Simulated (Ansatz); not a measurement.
## Os (P6_3/mmc, 2 atoms in the cell): modes against uniaxial strain along c

Wanted: the shifts of the zone-centre modes of Os (P6_3/mmc, 2 atoms in the cell) with strain.

Main program and level: Ansatz 0.2.0; DFT LDA, scalar-relativistic, plane waves, PAW; PAW set soft_1.

Report form: the programs' logs are mostly left out.

**1. Starting point**

Symmetry: P6_3/mmc, No. 194, hexagonal system. Conventional cell: a = 2.734 Å, b = 2.734 Å, c = 4.320 Å, α = 90.00°, β = 90.00°, γ = 120.00°. Nearest to Os lie 12 Os at 2.68 to 2.73 Å.

**2. A rough relaxation first**

The start is far from rest, so a relaxation with loose tolerances brings it close first.

File input.yaml:

```yaml
crystal:
  lattice:
    - [2.7341, 0.0, 0.0]
    - [-1.36705, 2.3678000565, 0.0]
    - [0.0, 0.0, 4.3197]
  atoms:
    - { symbol: Os, position: [0.33333333, 0.66666667, 0.25] }
    - { symbol: Os, position: [0.66666667, 0.33333333, 0.75] }
kpoints:
  mp_grid: { grid: [9, 9, 6] }
hamiltonian:
  xc: lda
  pseudopotentials: { kind: paw, azcp: { folder: soft_1 }, xc_functional: pbe }
scf:
  occupations: { method: gaussian, width: 0.1 }
output:
  forces: true
  stress: true
  eigenvalues: true
relax:
  adjacent_minimum: "off"
  f_tol: 0.05
  max_steps: 80
  cell: { stress_tol: 0.5 }
```

The run is started by

```sh
$ ansatz run input.yaml --threads 4 --pin off --max-ram 10240MiB --backend cpu --events-out ev --progress --plain --runs-dir out
```

The job ended after 2.2 s (4 threads of Arm Neoverse V1, shared host; peak memory 0.3 GiB).

Step by step:

| step | energy less that of the first step (eV) | largest force component (eV/Å) | pressure (GPa) | volume (Å³) |
| --- | --- | --- | --- | --- |
| 1 | 0.0000 | 0.0000 | -8.99 | 27.96 |
| 2 | 0.0660 | 0.0000 | 22.68 | 26.16 |
| 3 | -0.0171 | 0.0000 | -0.79 | 27.43 |
| 4 | -0.0172 | 0.0000 | 0.03 | 27.38 |
| 5* | -0.0169 | 0.0000 | 0.04 | 27.38 |

Relaxation steps marked * repeat the geometry before them on a plane-wave basis chosen anew for their cell, so energy and pressure can jump there. Relaxation step 2 was tried and not accepted.

Forces are held to the 24 operations that the run works with; a distortion that breaks them can't arise in this run.

| conventional cell, symmetrised | before | after | change |
| --- | --- | --- | --- |
| a (Å) | 2.734 | 2.713 | -0.8 % |
| b (Å) | 2.734 | 2.713 | -0.8 % |
| c (Å) | 4.320 | 4.295 | -0.6 % |
| volume (Å³/atom) | 13.98 | 13.69 | -2.1 % |

Final coordinates:

```xyz
2
Lattice="2.7129 0.0000 0.0000 -1.3564 2.3494 0.0000 0.0000 0.0000 4.2953" Properties=species:S:1:pos:R:3 pbc="T T T"
Os    0.0000    1.5663    1.0738
Os    1.3564    0.7831    3.2215
```

This step gave:

```yaml
pressure: 0.03912 GPa
volume_per_atom: 13.69 Å³
gap_on_the_k_mesh: 0 eV
```

In this step the volume went from 13.98 to 13.69 Å³/atom.

**3. Bringing the structure to rest**

The cell and atoms are relaxed, since residual forces and stress would shift the frequencies.

input.yaml, the sections that differ from step 2:

```yaml
crystal:
  lattice:
    - [2.7128770517, 0.0, 0.0]
    - [-1.3564385258, 2.3494204441, 0.0]
    - [0.0, 0.0, 4.2953063337]
  atoms:
    - { symbol: Os, position: [0.3333333333, 0.6666666667, 0.25] }
    - { symbol: Os, position: [0.6666666667, 0.3333333333, 0.75] }
kpoints:
  mp_grid: { grid: [18, 18, 10] }
relax:
  adjacent_minimum: "off"
  f_tol: 0.005
  max_steps: 80
  cell: { stress_tol: 0.05 }
# hamiltonian, scf, output: as in step 2
```

Elapsed: 6.3 s, on 4 threads; peak memory 0.39 GiB; 24 s of CPU time.

Little changed from the start: no atom moved by 0.005 Å and no cell edge by 0.1 %.

This step gave:

```yaml
pressure: -0.007196 GPa
volume_per_atom: 13.70 Å³
```

In this step the volume went from 13.69 to 13.70 Å³/atom.

**4. Tight relaxation**

Phonons need small forces and stress, so the relaxation is finished with tight tolerances on 18×18×12 k points.

input.yaml, the sections that differ from step 3:

```yaml
crystal:
  lattice:
    - [2.7146117583, 0.0, 0.0]
    - [-1.3573058791, 2.3509227441, 0.0]
    - [0.0, 0.0, 4.2933614964]
  atoms:
    - { symbol: Os, position: [0.3333333333, 0.6666666667, 0.25] }
    - { symbol: Os, position: [0.6666666667, 0.3333333333, 0.75] }
kpoints:
  mp_grid: { grid: [18, 18, 12] }
scf:
  occupations: { method: methfessel_paxton, width: 0.2 }
relax:
  adjacent_minimum: "off"
  f_tol: 0.001
  max_steps: 60
  cell: { stress_tol: 0.01 }
# hamiltonian, output: as in step 3
```

It took 7.1 s on 4 threads; peak memory 0.41 GiB.

Little changed from the start: no atom moved by 0.005 Å and no cell edge by 0.1 %.

This step gave:

| Item | Value |
| --- | --- |
| pressure | -8.35e-4 GPa |

The forces vanish by symmetry and the pressure is -0.001 GPa, within the tolerances set. The cell now holds 13.70 Å³/atom.

**5. Modes at rest**

Phonons follow from the second derivative of the energy, found here by linear response.

The modes at rest are the reference of the series.

input.yaml, the sections that differ from step 4:

```yaml
crystal:
  lattice:
    - [2.7152564569, 0.0, 0.0]
    - [-1.3576282284, 2.3514810695, 0.0]
    - [0.0, 0.0, 4.2908647587]
  atoms:
    - { symbol: Os, position: [0.3333333333, 0.6666666667, 0.25] }
    - { symbol: Os, position: [0.6666666667, 0.3333333333, 0.75] }
output:
  eigenvalues: true
phonons:
  method: dfpt
# kpoints, hamiltonian, scf: as in step 4
# relax: removed
```

Run time: 23 s. Hardware: 4 threads; peak memory 1.2 GiB.

Numbers from this step:

```
sum-rule residual before enforcement                    : 1.04e-4 eV/Å²
point group                                             : 6/mmm
highest optical mode at the zone centre (no LO-TO term) : 228.8 cm⁻¹
lowest optical zone-centre mode                         : 168.5 cm⁻¹
```

Patterns of degenerate modes are one choice out of their space. Modes at Γ:

| mode | frequency (cm⁻¹) | symmetry |
| --- | --- | --- |
| 1 | 0.0 | acoustic |
| 2 | 0.0 | acoustic |
| 3 | 0.0 | acoustic |
| 4 | 168.5 | E2g |
| 5 | 168.5 | E2g |
| 6 | 228.8 | B1g |

Displacements in mode 4 (168.5 cm⁻¹), the largest set to 1:
```
Os1  0.00  1.00  0.00
Os2  0.00 -1.00  0.00
```

Displacements in mode 6 (228.8 cm⁻¹), the largest set to 1:
```
Os1  0.00  0.00  1.00
Os2  0.00  0.00 -1.00
```

Before it was imposed, the acoustic sum rule was missed by 1.0e-4 eV/Å². Small misses are needed for a sound result but don't prove that mesh and cutoff are converged. The lowest optical mode is real, 169 cm⁻¹.

**6. A member of the series: uniaxial strain of +4 % along c**

The cell takes a uniaxial strain of +4 % along c. The strained length and the angles are held, while the rest of the cell and the atoms relax.

input.yaml, the sections that differ from step 5:

```yaml
crystal:
  lattice:
    - [2.6986605081, 0.0, 0.0]
    - [-1.3493302541, 2.3371085562, 0.0]
    - [0.0, 0.0, 4.4624993491]
  atoms:
    - { symbol: Os, position: [0.3333333323, 0.6666666677, 0.25] }
    - { symbol: Os, position: [0.6666666677, 0.3333333323, 0.75] }
output:
  forces: true
  stress: true
  eigenvalues: true
relax:
  adjacent_minimum: "off"
  f_tol: 0.001
  max_steps: 60
  cell: { stress_tol: 0.01, fix: [c, angles] }
# kpoints, hamiltonian, scf: as in step 5
# phonons: removed
```

Wall time 21 s (4 threads); peak memory 0.58 GiB; 80 s of CPU time.

The steps of the relaxation:

| step | energy less that of the first step (eV) | largest force component (eV/Å) | pressure (GPa) | volume (Å³) |
| --- | --- | --- | --- | --- |
| 1 | 0.0000 | 0.0000 | -11.12 | 28.15 |
| 2 | 0.0016 | 0.0000 | -6.68 | 27.85 |
| 3 | -0.0006 | 0.0000 | -9.70 | 28.05 |
| 4 | -0.0006 | 0.0000 | -9.67 | 28.05 |
| 5* | -0.0006 | 0.0000 | -9.67 | 28.05 |

Relaxation steps marked * repeat the geometry before them on a plane-wave basis chosen anew for their cell, so energy and pressure can jump there. Relaxation step 2 was tried and not accepted.

| conventional cell, symmetrised | before | after | change |
| --- | --- | --- | --- |
| a (Å) | 2.699 | 2.694 | -0.2 % |
| b (Å) | 2.699 | 2.694 | -0.2 % |
| c (Å) | 4.462 | 4.462 | +0.0 % |
| volume (Å³/atom) | 14.07 | 14.02 | -0.4 % |

Final coordinates:

```xyz
2
Lattice="2.6939 0.0000 0.0000 -1.3470 2.3330 0.0000 0.0000 0.0000 4.4625" Properties=species:S:1:pos:R:3 pbc="T T T"
Os    0.0000    1.5553    1.1156
Os    1.3470    0.7777    3.3469
```

This step gave:

| Quantity | Value |
| --- | --- |
| pressure | -9.671 GPa |
| volume per atom | 14.02 Å³ |

The forces vanish by symmetry.

The cell shrank by 0.4 % in volume.

**7. Modes of this member: uniaxial strain of +4 % along c**

The zone-centre modes follow for uniaxial strain of +4 % along c.

input.yaml, the sections that differ from step 6:

```yaml
crystal:
  lattice:
    - [2.6939308317, 0.0, 0.0]
    - [-1.3469654159, 2.3330125363, 0.0]
    - [0.0, 0.0, 4.4624993491]
  atoms:
    - { symbol: Os, position: [0.3333333318, 0.6666666682, 0.25] }
    - { symbol: Os, position: [0.6666666682, 0.3333333318, 0.75] }
output:
  eigenvalues: true
phonons:
  method: dfpt
# kpoints, hamiltonian, scf: as in step 6
# relax: removed
```

It took 23 s on 4 threads; peak memory 1.2 GiB; 86 s of CPU time.

This step gave:

| Item | Value |
| --- | --- |
| sum-rule residual before enforcement | 1.09e-4 eV/Å² |
| highest optical mode at the zone centre (no LO-TO term) | 176.1 cm⁻¹ |
| lowest optical zone-centre mode | 149.8 cm⁻¹ |

Patterns of degenerate modes are one choice out of their space. Modes at Γ:

| mode | frequency (cm⁻¹) | symmetry |
| --- | --- | --- |
| 1 | 0.0 | acoustic |
| 2 | 0.0 | acoustic |
| 3 | 0.0 | acoustic |
| 4 | 149.8 | E2g |
| 5 | 149.8 | E2g |
| 6 | 176.1 | B1g |

Displacements in mode 5 (149.8 cm⁻¹), the largest set to 1:
```
Os1  0.00  1.00  0.00
Os2  0.00 -1.00  0.00
```

Displacements in mode 6 (176.1 cm⁻¹), the largest set to 1:
```
Os1  0.00  0.00  1.00
Os2  0.00  0.00 -1.00
```

The lowest optical mode is real, 150 cm⁻¹, and the highest lies at 176.1 cm⁻¹.

Between step 5 and this run (strain 4 %) the value for the highest optical mode at the zone centre (no LO-TO term) moves from 229 cm⁻¹ to 176 cm⁻¹ (-23 %).

**8. Relaxation of a member: uniaxial strain of -4 % along c**

The cell takes a uniaxial strain of -4 % along c. The strained length and the angles are held, while the rest of the cell and the atoms relax.

input.yaml, the sections that differ from step 7:

```yaml
crystal:
  lattice:
    - [2.737439738, 0.0, 0.0]
    - [-1.368719869, 2.3706923545, 0.0]
    - [0.0, 0.0, 4.1192301683]
  atoms:
    - { symbol: Os, position: [0.3333333327, 0.6666666673, 0.25] }
    - { symbol: Os, position: [0.6666666673, 0.3333333327, 0.75] }
output:
  forces: true
  stress: true
  eigenvalues: true
relax:
  adjacent_minimum: "off"
  f_tol: 0.001
  max_steps: 60
  cell: { stress_tol: 0.01, fix: [c, angles] }
# kpoints, hamiltonian, scf: as in step 7
# phonons: removed
```

Elapsed: 20 s, on 4 threads; peak memory 0.57 GiB.

Step by step:

| step | energy less that of the first step (eV) | largest force component (eV/Å) | pressure (GPa) | volume (Å³) |
| --- | --- | --- | --- | --- |
| 1 | 0.0000 | 0.0000 | 14.06 | 26.73 |
| 2 | 0.0041 | 0.0000 | 6.13 | 27.20 |
| 3 | -0.0015 | 0.0000 | 11.09 | 26.90 |
| 4 | -0.0015 | 0.0000 | 11.18 | 26.90 |
| 5* | -0.0017 | 0.0000 | 11.17 | 26.90 |

Relaxation steps marked * repeat the geometry before them on a plane-wave basis chosen anew for their cell, so energy and pressure can jump there. Relaxation step 2 was tried and not accepted.

| conventional cell, symmetrised | before | after | change |
| --- | --- | --- | --- |
| a (Å) | 2.737 | 2.746 | +0.3 % |
| b (Å) | 2.737 | 2.746 | +0.3 % |
| c (Å) | 4.119 | 4.119 | -0.0 % |
| volume (Å³/atom) | 13.37 | 13.45 | +0.6 % |

Final coordinates:

```
Os
1.0
     2.74593    0.00000    0.00000
    -1.37297    2.37805    0.00000
     0.00000    0.00000    4.11923
Os
2
Direct
  0.33333 0.66667 0.25000
  0.66667 0.33333 0.75000
```

Numbers from this step:

```yaml
pressure: 11.17 GPa
volume_per_atom: 13.45 Å³
```

The forces vanish by symmetry.

The cell grew by 0.6 % in volume.

**9. Zone-centre modes of the member: uniaxial strain of -4 % along c**

The zone-centre modes follow for uniaxial strain of -4 % along c.

input.yaml, the sections that differ from step 8:

```yaml
crystal:
  lattice:
    - [2.7459302496, 0.0, 0.0]
    - [-1.3729651248, 2.3780453532, 0.0]
    - [0.0, 0.0, 4.1192301683]
  atoms:
    - { symbol: Os, position: [0.333333333, 0.666666667, 0.25] }
    - { symbol: Os, position: [0.666666667, 0.333333333, 0.75] }
output:
  eigenvalues: true
phonons:
  method: dfpt
# kpoints, hamiltonian, scf: as in step 8
# relax: removed
```

Elapsed: 23 s, on 4 threads; peak memory 1.2 GiB.

This step gave:

```
sum-rule residual before enforcement                    : 1.48e-4 eV/Å²
highest optical mode at the zone centre (no LO-TO term) : 273 cm⁻¹
lowest optical zone-centre mode                         : 189.6 cm⁻¹
```

Patterns of degenerate modes are one choice out of their space. Modes at Γ:

| mode | frequency (cm⁻¹) | symmetry |
| --- | --- | --- |
| 1 | 0.0 | acoustic |
| 2 | 0.0 | acoustic |
| 3 | 0.0 | acoustic |
| 4 | 189.6 | E2g |
| 5 | 189.6 | E2g |
| 6 | 273.0 | B1g |

The lowest optical mode is real, 190 cm⁻¹, and the highest lies at 273.0 cm⁻¹.

Between step 5 and this run (strain -4 %) the value for the highest optical mode at the zone centre (no LO-TO term) moves from 229 cm⁻¹ to 273 cm⁻¹ (+19 %).

**10. The series together**

The members are set side by side, also those not shown above.

Stress is positive in compression; energies are extrapolated to zero smearing, and E0 is that at rest; the edges not held and the atoms are relaxed in each cell; all runs use 18×18×12 k points and Methfessel-Paxton smearing of 0.2 eV. State of the crystal along the series:

| strain (%) | stress along the axis (GPa) | free strain along a (%) | free strain along b (%) | E - E0 (meV/atom) |
| --- | --- | --- | --- | --- |
| -4 | 33.53 | 1.13 | 1.13 | 56.53 |
| -3 | 24.6 | 0.817 | 0.817 | 31.18 |
| -2 | 16.02 | 0.5258 | 0.5258 | 13.68 |
| -1 | 7.9 | 0.2512 | 0.2512 | 3.418 |
| 0 | -2.35e-4 | 0 | 0 | 0 |
| 1 | -7.741 | -0.2254 | -0.2254 | 3.272 |
| 2 | -15.26 | -0.427 | -0.427 | 13.06 |
| 3 | -22.4 | -0.6112 | -0.6112 | 29.11 |
| 4 | -29.02 | -0.7854 | -0.7854 | 50.95 |

Optical modes are counted from below at rest and tracked from member to member by their patterns, and modes that stay within 0.3 cm⁻¹ of each other stand once; labels, where given, are those at rest; the edges not held and the atoms are relaxed in each cell; all runs use 18×18×12 k points and Methfessel-Paxton smearing of 0.2 eV. Optical modes along the series:

| strain (%) | optical mode 1 E2g (cm⁻¹) | optical mode 2 B1g (cm⁻¹) |
| --- | --- | --- |
| -4 | 189.6 | 273 |
| -3 | 184.7 | 262.6 |
| -2 | 179.1 | 251.8 |
| -1 | 173.6 | 240.6 |
| 0 | 168.5 | 228.8 |
| 1 | 163.7 | 216.3 |
| 2 | 159 | 203.2 |
| 3 | 154.4 | 189.8 |
| 4 | 149.8 | 176.1 |

Value and slope at zero strain of a cubic (a lower polynomial where under five rows exist) through the rows within 2 % of rest. Slopes at rest:

| mode | frequency (cm⁻¹) | shift per percent of strain (cm⁻¹) | shift per GPa of compressive stress (cm⁻¹) |
| --- | --- | --- | --- |
| optical mode 1 E2g | 168.5 | -4.97 | 0.64 |
| optical mode 2 B1g | 228.8 | -12.16 | 1.56 |

**11. Outcome**

* members: 9
* highest optical mode at the zone centre (no LO-TO term), at rest: 228.8 cm⁻¹
* Young’s modulus along c: 782 GPa
* optical mode 1 E2g, shift per percent: -4.97 cm⁻¹
* optical mode 2 B1g, shift per percent: -12.16 cm⁻¹

The stress changes by 7.82 GPa for each percent, a Young’s modulus of 782 GPa along c. For each percent the free edge responds with -0.24 %. The fastest shift in the table of slopes is -12.2 cm⁻¹ for each percent (optical mode 2 B1g), or 1.6 cm⁻¹ for each GPa of compressive stress. For small strain, the measured shift of a line that Raman or infrared light can see, divided by its slope, estimates the stress, if the state of stress is of this kind. These are harmonic frequencies at zero temperature: anharmonic shifts, linewidths and thermal expansion are left out. Spin-orbit coupling is left out, which can matter for the heavy elements here. With no gap, or one that is small against the smearing, the frequencies hang on the k mesh and the smearing, most of all near Kohn anomalies. The PAW files were made for PBE; the program adapts parts of them to the functional of the run, but their partial waves stay those of PBE, an approximation that was not tested in this session. Only the zone centre was solved, so an instability at another wavevector cannot show here.

[Logs are printed without paths, hosts, clocks, repeated set-up lines and the standing remarks that a program may print on its own settings, such as how far it seeks lower states.]

[Hosts, paths, dates, database ids (printed as entryN), source tags and the programs' standing remarks are cut or masked in the printed files.]
